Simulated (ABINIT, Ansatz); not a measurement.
## Quasiparticle gap of KRb2BiF6 (Fm-3m) in ABINIT

Wanted: ground state, empty states, screening and self-energy for KRb2BiF6 (Fm-3m).

Main program and level: ABINIT 10.8.3; LDA and many-body steps on it, plane waves.

Most raw output is cut from this account.

**1. The structure**

The structure is cubic, space group Fm-3m (No. 225). Conventional cell: a = 9.369 Å, b = 9.369 Å, c = 9.369 Å, α = 90.00°, β = 90.00°, γ = 90.00°. Nearest to K lie 6 F at 2.48 Å. Rb has 12 F at 3.32 Å nearest. Bi has 6 F at 2.20 Å nearest. Nearest to F lie 1 Bi at 2.20 Å and 1 K at 2.48 Å and 4 Rb at 3.32 Å. Farther neighbours and most contacts between anions are not listed.

The cell and positions come from the Crystallography Open Database and are kept as given unless a step says otherwise. Spin-orbit coupling is left out unless a step names it.

**2. Ground state**

This step: ABINIT 10.8.3; DFT, LDA, plane waves, norm-conserving pseudopotentials.

The ground-state density comes first.

run.abi

```
acell 3*1.0 Angstrom
rprim 
  -0.000000000000 4.684500000000 4.684500000000
  4.684500000000 -0.000000000000 4.684500000000
  4.684500000000 4.684500000000 -0.000000000000
ntypat 4
znucl 19 37 83 9
natom 10
typat 1 2 2 3 4 4 4 4 4 4
xred 
  0.500000000000 0.500000000000 0.500000000000
  0.250000000000 0.250000000000 0.250000000000
  0.750000000000 0.750000000000 0.750000000000
  -0.000000000000 0.000000000000 -0.000000000000
  0.765000000000 0.235000000000 0.235000000000
  0.235000000000 0.765000000000 0.235000000000
  0.235000000000 0.765000000000 0.765000000000
  0.765000000000 0.235000000000 0.765000000000
  0.235000000000 0.235000000000 0.765000000000
  0.765000000000 0.765000000000 0.235000000000
pp_dirpath "pseudos"
pseudos "K.upf, Rb.upf, Bi.upf, F.upf"
ecut 36
ngkpt 4 4 4
nshiftk 1
shiftk 0 0 0
kptopt 1
chksymbreak 0
nband 55
occopt 1
tolvrs 1e-10
nstep 60
prtwf 0
optforces 0
optstress 0
indata_prefix "in"
outdata_prefix "out"
tmpdata_prefix "tmp"
```

Command:

```sh
$ OMP_NUM_THREADS=1 mpirun -n 8 abinit run.abi > log
```

It took 2.2 min on 8 MPI ranks of Arm Neoverse N1, shared host; peak memory 1.3 GiB; 18 min of CPU time.

This step gave:

```yaml
total_energy: -12631.8640 eV
gap: 4.376 eV
k_of_the_valence_top: 0.5, 0, 0
k_of_the_conduction_bottom: 0, 0, 0
least_direct_gap: 4.591 eV
```

The gap is indirect, with the least direct gap 0.21 eV higher.

**3. Empty states on the mesh, 2×2×2 mesh, 562 bands**

The sums over transitions need many empty states on a uniform mesh; this step solves for them.

run.abi, as its differences from that of step 2:

```diff
@@ -23,3 +23,3 @@
 ecut 36
-ngkpt 4 4 4
+ngkpt 2 2 2
 nshiftk 1
@@ -28,9 +28,10 @@
 chksymbreak 0
-nband 55
-occopt 1
-tolvrs 1e-10
+iscf -2
+irdden 1
+istwfk *1
+nband 562
+nbdbuf 50
+tolwfr 1e-09
 nstep 60
-prtwf 0
-optforces 0
-optstress 0
+prtvol 0
 indata_prefix "in"
```

It took 33 min on 8 MPI ranks; peak memory 1.4 GiB.

Numbers from this step:

```
gap                                                           : 4.376 eV
k of the valence top                                          : 0.5, 0, 0
k of the conduction bottom                                    : 0, 0, 0
least direct gap                                              : 4.591 eV
k points computed                                             : 3
lowest point of the top converged band, above the valence top : 93.9266 eV
```

On this mesh the gap is 4.376 eV.

**4. Screening, 2×2×2 mesh, 512 bands, screening to 217.7 eV**

The RPA dielectric matrix is built and inverted for each q.

This step: RPA screening on LDA, plane waves, norm-conserving pseudopotentials.

run.abi, as its differences from that of step 3:

```diff
@@ -28,10 +28,11 @@
 chksymbreak 0
-iscf -2
-irdden 1
 istwfk *1
-nband 562
-nbdbuf 50
-tolwfr 1e-09
-nstep 60
-prtvol 0
+occopt 1
+irdwfk 1
+optdriver 3
+nband 512
+ecuteps 8
+inclvkb 2
+awtr 1
+symchi 1
 indata_prefix "in"
```

Wall time 21 min (8 MPI ranks); peak memory 8.1 GiB.

This step gave:

- ε∞ with local fields, on this mesh, along the program's q direction: 2.211
- the same without local fields: 2.598
- plasma frequency: 24.84 eV
- plane waves in the screening matrix: 1459

Local fields lower ε∞ by 15 %. On a Γ-centred mesh this coarse the value itself is usually too large, while a short band sum pulls it down.

**5. Self-energy, 2×2×2 mesh, 512 bands, screening to 217.7 eV**

The self-energy is evaluated for the states that the input lists, and the levels follow from it, in one-shot runs by the linearised quasiparticle equation.

This step: G0W0 on LDA, plane waves, norm-conserving pseudopotentials.

run.abi, as its differences from that of step 4:

```diff
@@ -31,8 +31,17 @@
 irdwfk 1
-optdriver 3
+optdriver 4
 nband 512
+gwcalctyp 0
+ecutsigx 36
+symsigma 1
+nkptgw 2
+kptgw 
+  0.5000000000 0.0000000000 0.0000000000
+  0.0000000000 0.0000000000 0.0000000000
+bdgw 
+  45 49
+  43 50
 ecuteps 8
-inclvkb 2
-awtr 1
-symchi 1
+irdscr 1
+ppmodel 1
 indata_prefix "in"
```

The job ended after 8.7 min (8 MPI ranks; peak memory 8.7 GiB).

Numbers from this step:

```
G0W0 gap on the points computed              : 7.013 eV
starting gap on the mesh                     : 4.376 eV
k of the valence top                         : 0.5, 0, 0
k of the conduction bottom                   : 0, 0, 0
Z at the valence top                         : 0.815
Z at the conduction bottom                   : 0.888
least direct G0W0 gap on the computed points : 7.418 eV
```

The gap on the mesh goes from 4.38 eV to 7.01 eV, a correction of +2.64 eV.

Limits: finite bands, cutoff and mesh; no spin-orbit coupling; coarse k mesh. v1 is the top filled band, c1 the lowest empty one. Levels before and after the correction, in eV, zero at the valence-band top of each column:

```
           conduction bottom  valence top
Kohn-Sham               4.38         0.00
     G0W0               7.01         0.00
```

```
                     level  energy (eV)
Kohn-Sham     (0.5 0 0) v2       -2.424
Kohn-Sham     (0.5 0 0) v1        0.000
Kohn-Sham     (0.5 0 0) c1        4.591
Kohn-Sham  (0.5 0 0) c2-c3        5.496
Kohn-Sham          Γ v4-v2       -2.325
Kohn-Sham             Γ v1       -0.509
Kohn-Sham             Γ c1        4.376
Kohn-Sham          Γ c2-c4        5.229
     G0W0     (0.5 0 0) v2       -3.045
     G0W0     (0.5 0 0) v1        0.000
     G0W0     (0.5 0 0) c1        7.418
     G0W0  (0.5 0 0) c2-c3        8.593
     G0W0          Γ v4-v2       -2.926
     G0W0             Γ v1       -0.530
     G0W0             Γ c1        7.013
     G0W0          Γ c2-c4        8.229
```

**6. Where the time went**

Times are wall times on 8 MPI ranks of Arm Neoverse N1, shared host, good to a factor of about two.

```
                    step     time  share  memory (GiB)
            ground state  2.2 min    3 %           1.3
empty states on the mesh   33 min   51 %           1.4
               screening   21 min   32 %           8.1
             self-energy  8.7 min   13 %           8.7
```

**7. Outcome**

```
LDA gap              : 4.38 eV, indirect
G0W0 gap on the mesh : 7.01 eV
GW settings          : 2×2×2 mesh, 512 bands, screening to 217.7 eV, Godby-Needs plasmon pole
known limits         : not at the basis limit; no spin-orbit coupling; coarse k mesh
```

What this shows: G0W0 moves the gap on the mesh from 4.38 eV to 7.01 eV (+2.64 eV), with Z of 0.81 and 0.89 at the edges. Local fields lower the RPA ε∞ on this mesh from 2.60 to 2.21; a Γ-centred mesh this coarse tends to raise both, most where the direct gap is narrow, while a short band sum lowers them. Only 2 of the mesh's irreducible points were corrected, so a valley elsewhere could overtake. The dearest step here is «empty states on the mesh». Bands and cutoff are finite, so the gap is not at the basis limit. The miss can reach some tenths of an eV and take either sign; the mesh is an error of its own. In the G0W0 run levels were corrected at 2 k points alone, so a gap called «on the mesh» is the least over those, and an edge elsewhere would be missed. The 2×2×2 mesh is coarse for this cell, which bears on the long-range parts of exchange and screening. Where an edge is built on 6p states of lead, bismuth or thallium, scalar-relativistic gaps usually stand too wide, by a few tenths to over one eV. The many-body steps are scalar-relativistic: spin-orbit coupling is not in them.

[Paths, hosts, dates, memory and timing lines, banners, echoed tables and standing remarks are left out of the program output.]

[Logs are printed without paths, hosts, clocks, repeated set-up lines and the standing remarks that a program may print on its own settings, such as how far it seeks lower states.]

[Runs of the session that timed out or met a known fault of the program may be left out.]

[Hosts, paths, dates, database ids (printed as entryN), source tags and the programs' standing remarks are cut or masked in the printed files.]

[G0W0 gaps are taken among the corrected bands and points alone; a level outside them can change the order at an edge.]

[Where Ansatz stands beside ABINIT at settings called matched, ABINIT's density can come from a denser mesh and the files from another edition; pairs whose starting gaps differed by over 0.03 eV were left out, so agreement reads better than it is.]
